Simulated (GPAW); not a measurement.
# Al3Fe13 (bcc Fe13Al3): moments or none, part 2 of 2

Aim: find out whether Al3Fe13 (bcc Fe13Al3) carries moments when they start parallel, and what they gain.

GPAW 26.7.0; PBE; plane waves with GPAW's PAW setups, scalar-relativistic.

So far. Step 2 (Run 1 (ferro +++++++++++++)): After 40 cycles the largest moment stands at 2.62 μB.

### Step 3. Order 2, typed as no spin polarisation

This run holds no moments, which gives a state to set the others against.

The input, nospin.py:

```python
import json
import numpy as np
from ase import Atoms
from ase.parallel import paropen, parprint
from gpaw import GPAW

atoms = Atoms(['Al', 'Fe', 'Al', 'Fe', 'Fe', 'Fe', 'Fe', 'Fe', 'Fe', 'Fe', 'Fe', 'Fe', 'Fe', 'Fe', 'Al', 'Fe'],
    cell=[[5.87225, 0.0, 0.0],
         [0.0, 5.87225, 0.0],
         [0.0, 0.0, 5.87225]],
    scaled_positions=[[0.0, 0.0, 0.0],
         [0.25, 0.25, 0.25],
         [0.0, 0.0, 0.5],
         [0.25, 0.25, 0.75],
         [0.0, 0.5, 0.0],
         [0.25, 0.75, 0.25],
         [0.0, 0.5, 0.5],
         [0.25, 0.75, 0.75],
         [0.5, 0.0, 0.0],
         [0.75, 0.25, 0.25],
         [0.5, 0.0, 0.5],
         [0.75, 0.25, 0.75],
         [0.5, 0.5, 0.0],
         [0.75, 0.75, 0.25],
         [0.5, 0.5, 0.5],
         [0.75, 0.75, 0.75]],
    pbc=True)
atoms.calc = GPAW(mode={'name': 'pw', 'ecut': 450},
    xc='PBE',
    kpts={'size': (7, 7, 7), 'gamma': True},
    occupations={'name': 'fermi-dirac', 'width': 0.05},
    convergence={'density': 1e-05, 'energy': 1e-05},
    maxiter=200,
    mixer={'name': 'pulay', 'beta': 0.04, 'nmaxold': 8, 'weight': 100},
    symmetry={'tolerance': 1e-4},
    txt='nospin.txt')
e = atoms.get_potential_energy(force_consistent=True)
res = {'free_energy': e, 'energy_sigma0': atoms.get_potential_energy(), 'fermi_energy': atoms.calc.get_fermi_level()}
parprint(f'free energy: {e:.6f} eV')
atoms.calc.write('nospin.gpw')
with paropen('results.json', 'w') as f:
    json.dump(res, f)
```

The run is started by

```console
OMP_NUM_THREADS=1 mpirun -n 4 gpaw python nospin.py > nospin.log
```

Numbers of over 12 decimals in the logs are rounded to 6 here.

What it wrote:

```text
free energy: -123.263714 eV

--- nospin.txt ---
Input parameters:
  mode=PW(ecut=450),
  convergence={'density': 1e-05, 'energy': 1e-05},
  kpts=MonkhorstPack(size=(7, 7, 7), gamma=True),
  maxiter=200,
  mixer=Pulay(name='pulay', nmaxold=8, beta=0.04, weight=100, sigma=0.015, g_ss=None),
  occupations=Occupations(name='fermi-dirac', width=0.05),
  symmetry=Symmetry(tolerance=0.0001),
  xc=XC(name='PBE')

Diagonalizing LCAO Hamiltonian
Converting LCAO to pw mode
     .-------------.
    /|             |
   / |             |
  /  | Fe      Fe  |
 *   |             |
 | FeFe   Al Fe    |
 |   | Fe      Fe  |
 Al  .--Fe---------.
 |  /Fe      Fe   /
 | /e     Fe     /
 |/             /
 Al-----Fe-----*

Atoms  # Å, Bohr magnetons
|    | symbol |        x |        y |        z |    initial magnetic moments |
|----|--------|----------|----------|----------|-----------------------------|
|  0 |     Al | 0.000000 | 0.000000 | 0.000000 | ( 0.0000,  0.0000,  0.0000) |
|  1 |     Fe | 1.468063 | 1.468063 | 1.468063 | ( 0.0000,  0.0000,  0.0000) |
|  2 |     Al | 0.000000 | 0.000000 | 2.936125 | ( 0.0000,  0.0000,  0.0000) |
|  3 |     Fe | 1.468063 | 1.468063 | 4.404187 | ( 0.0000,  0.0000,  0.0000) |
|  4 |     Fe | 0.000000 | 2.936125 | 0.000000 | ( 0.0000,  0.0000,  0.0000) |
|  5 |     Fe | 1.468063 | 4.404187 | 1.468063 | ( 0.0000,  0.0000,  0.0000) |
|  6 |     Fe | 0.000000 | 2.936125 | 2.936125 | ( 0.0000,  0.0000,  0.0000) |
|  7 |     Fe | 1.468063 | 4.404187 | 4.404187 | ( 0.0000,  0.0000,  0.0000) |
|  8 |     Fe | 2.936125 | 0.000000 | 0.000000 | ( 0.0000,  0.0000,  0.0000) |
|  9 |     Fe | 4.404187 | 1.468063 | 1.468063 | ( 0.0000,  0.0000,  0.0000) |
| 10 |     Fe | 2.936125 | 0.000000 | 2.936125 | ( 0.0000,  0.0000,  0.0000) |
| 11 |     Fe | 4.404187 | 1.468063 | 4.404187 | ( 0.0000,  0.0000,  0.0000) |
| 12 |     Fe | 2.936125 | 2.936125 | 0.000000 | ( 0.0000,  0.0000,  0.0000) |
| 13 |     Fe | 4.404187 | 4.404187 | 1.468063 | ( 0.0000,  0.0000,  0.0000) |
| 14 |     Al | 2.936125 | 2.936125 | 2.936125 | ( 0.0000,  0.0000,  0.0000) |
| 15 |     Fe | 4.404187 | 4.404187 | 4.404187 | ( 0.0000,  0.0000,  0.0000) |

Unit cell  # Å
| periodic |        x |        y |        z |  lengths |    angles |
|----------|----------|----------|----------|----------|-----------|
|      yes | 5.872250 | 0.000000 | 0.000000 | 5.872250 | 90.000000 |
|      yes | 0.000000 | 5.872250 | 0.000000 | 5.872250 | 90.000000 |
|      yes | 0.000000 | 0.000000 | 5.872250 | 5.872250 | 90.000000 |

Number of symmetries: 16

BZ-sampling:
  Number of BZ points: 343
  Number of IBZ points: 40

  Monkhorst-Pack size: [7, 7, 7]
  Monkhorst-Pack shift: [0, 0, 0]

Plane wave coefficients: 4410
Cutoff: 450.000000 eV

Spin-components: 1 (collinear spins)
Bands:           72
Projectors:      93
Spin-degeneracy: 2
Datatype:        complex128

Parallelization:
  kpt:    4
  domain: 1
  band:   1

Density:
  Valence electrons: 113.0
  Components: 1
  Grid points: [30 30 30]
  Charge: 0.0  # |e|

Potential:
  Grid points: [30 30 30]

[... setups left out ...]
Reference energy: -469863.179594  # eV

eigensolver:
  PPCG
  Converge bands: occupied
  niter=2

density mixing:
  Pulay-Mixer
  Linear mixing parameters: 0.04
  Old densities: 8
  Fourier metric: weight=100, sigma=0.015

occupation numbers:
  Fermi-Dirac:
    width: 0.0500  # eV

poisson solver:
  ecut: 3600.000000  # eV

xc functional:
  name: PBE with 2 nearest neighbor stencil

convergence criteria:
- Maximum integral of absolute [dens]ity change: 1e-05 electrons / valence electron
- Maximum [total energy] change in last 3 cyles: 1e-05 eV / valence electron
- Maximum integral of absolute [eigenst]ate change: 4e-08 eV^2 / valence electron
maximum number of iterations: 200

SCF iterations
|iter     |      energy | eigst |  dens |
|---------|-------------|-------|-------|
|iter:   1|       0s | -123.516086 | +0.53 |       |
|iter:   2|       3s | -123.530663 | -0.97 | -1.22 |
|iter:   3|       6s | -123.370674 | -1.76 | -1.22 |
|iter:   4|       8s | -123.246416 | -2.35 | -1.28 |
|iter:   5|      11s | -123.146519 | -2.84 | -1.35 |
|iter:   6|      13s | -122.845655 | -1.61 | -1.38 |
|iter:   7|      16s | -122.862850 | -2.59 | -1.64 |
|iter:   8|      18s | -123.354630 | -0.92 | -1.63 |
|iter:   9|      21s | -123.118403 | -1.98 | -1.62 |
|iter:  10|      23s | -123.031167 | -2.37 | -1.76 |
[... 14 iterations left out ...]
|iter:  25|      63s | -123.045945c| -6.13 | -3.75 |
|iter:  26|      66s | -123.045916c| -6.58 | -3.95 |
|iter:  27|      69s | -123.045922c| -7.24 | -4.09 |
|iter:  28|      72s | -123.045914c| -7.01 | -4.14 |
|iter:  29|      74s | -123.045913c| -7.66c| -4.28 |
|iter:  30|      76s | -123.045913c| -7.99c| -4.39 |
|iter:  31|      79s | -123.045914c| -7.57c| -4.51 |
|iter:  32|      80s | -123.045915c| -7.80c| -4.82 |
|iter:  33|      81s | -123.045914c| -8.29c| -4.97 |
|iter:  34|      83s | -123.045914c| -8.00c| -5.01c|

Converged in 34 steps
Energy contributions relative to reference atoms: (reference = -469863.179594)

Energy contributions:
  Kinetic:         -33.505127
  Coulomb:          29.021287
  Zero:              2.063639
  External:          0.000000
  Xc:             -120.407913
  Entropy:          -0.435601
  Spinorbit:         0.000000
  ----------------------------
  Free energy:    -123.263714
  Extrapolated:   -123.045914

dipole moment: (-48.918966, -48.918966, -53.327706)  # |e|*Ang

Fermi level: 8.779
Eigenvalues  # (at kpt = [0.000, 0.000, 0.000])
| band index |      eig [eV] | occ [0-2] |
|------------|---------------|-----------|
|          0 |        -0.260 |     2.000 |
|        ... |               |           |
|         47 |         8.098 |     2.000 |
|         48 |         8.491 |     1.994 |
|         49 |         8.491 |     1.994 |
|         50 |         8.535 |     1.985 |
|         51 |         8.535 |     1.985 |
|         52 |         8.624 |     1.914 |
|         53 |         8.729 |     1.467 |
|         54 |         8.752 |     1.263 |
|         55 |         8.817 |     0.637 |
|         56 |         8.819 |     0.625 |
|         57 |         8.819 |     0.625 |
|         58 |         8.821 |     0.608 |
|         59 |         8.874 |     0.260 |
|         60 |         8.999 |     0.024 |
|         61 |         9.020 |     0.016 |
|         62 |         9.039 |     0.011 |
|        ... |               |           |
|         71 |         9.327 |     0.000 |

No gap
No difference between direct/indirect transitions
```

Elapsed: 91 s, on 4 MPI ranks of AMD EPYC 9R45, shared host; peak memory 1.2 GiB; 6.1 min of CPU time.

Numbers from this step:

* final state: non-magnetic (no spin polarisation)

It lies 495 meV a seeded atom over the first start.

### Step 4. Energies of the orders

These are free energies at a smearing of 0.05 eV, so its entropy term is in the differences. They are divided by the number of seeded atoms, so that cells of unlike size compare.

Orders:

```tsv
start	final state	typed order kept	energy over the lowest (meV a seeded atom)	largest site moment (μB)	net moment (μB a primitive cell)	mesh matched	CPU time (s)
ferro +++++++++++++	ferromagnetic	yes	0	2.618	30.15	yes	893
no spin polarisation	non-magnetic	-	495.3	0	0	yes	364.5
```

### Step 5. Results

* lower run: with moments
* largest site moment: 2.62 μB
* energy gained by spin polarisation: 495 meV a seeded atom

What this shows: The crystal holds moments, up to 2.62 μB, and gains 495 meV a seeded atom by them. No antiferromagnetic order was tried, so the session says nothing on how the moments order.

[Logs and program files are shortened in this print: banners, set-up blocks, solver, clock and traceback lines can be left out without a mark of their own.]

[Logs are printed without paths, hosts, clocks, repeated set-up lines and the standing remarks that a program may print on its own settings, such as how far it seeks lower states.]

[Hosts, paths, dates, database ids (printed as entryN), source tags and the programs' standing remarks are cut or masked in the printed files.]

[Where a cell is said to come from a database of computed structures, the database is the Materials Project.]
